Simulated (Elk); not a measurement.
Planning a run of Elk 11.2.3 (patched build) on PbS (Galena). The input:

```
tasks
  185
  186
  187

xctype
  20

rgkmax
  8.5

gmaxvr
  18.0

lmaxapw
  10

lmaxo
  8

nxlo
  2

lorbcnd
  .true.

autolinengy
  .true.

tshift
  .false.

spinorb
  .true.

ngridk
  4 4 4

vkloff
  0.05 0.15 0.25

nempty
  10

swidth
  0.00551

scissor
  0.02395

gmaxrf
  2.5

wplot
  200 100 0
  0.0 0.3679

optcomp
  1 1
  2 2
  3 3

nvbse
  6

ncbse
  6

hdbse
  .false.

sppath
  './'

avec
  0.0000000000 5.6044552541 5.6044552541
  5.6044552541 -0.0000000000 5.6044552541
  5.6044552541 5.6044552541 0.0000000000

atoms
  2
  'Pb.in'
  1
  0.0000000000 0.0000000000 0.0000000000
  'S.in'
  1
  0.5000000000 0.5000000000 0.5000000000
```

The database entry behind the starting cell differs from later determinations by our own check (about 0.1 % short), so it need not match the best structure at ambient conditions.

```sh
OMP_NUM_THREADS=8 elk > log
```

Question: How long will it take on 8 threads of Arm Neoverse V2, shared host, and how much memory?

It took 46 s; on shared hardware allow 23 s to 92 s. Peak host memory was 0.5 GiB.

The kernel grows as the square of the matrix size, and full diagonalisation as its cube.

[Paths, hosts, dates, memory and timing lines, banners, echoed tables and standing remarks are left out of the program output.]

[Logs are printed without paths, hosts, clocks, repeated set-up lines and the standing remarks that a program may print on its own settings, such as how far it seeks lower states.]

[Runs of the session that timed out or met a known fault of the program may be left out.]

[Hosts, paths, dates, database ids (printed as entryN), source tags and the programs' standing remarks are cut or masked in the printed files.]
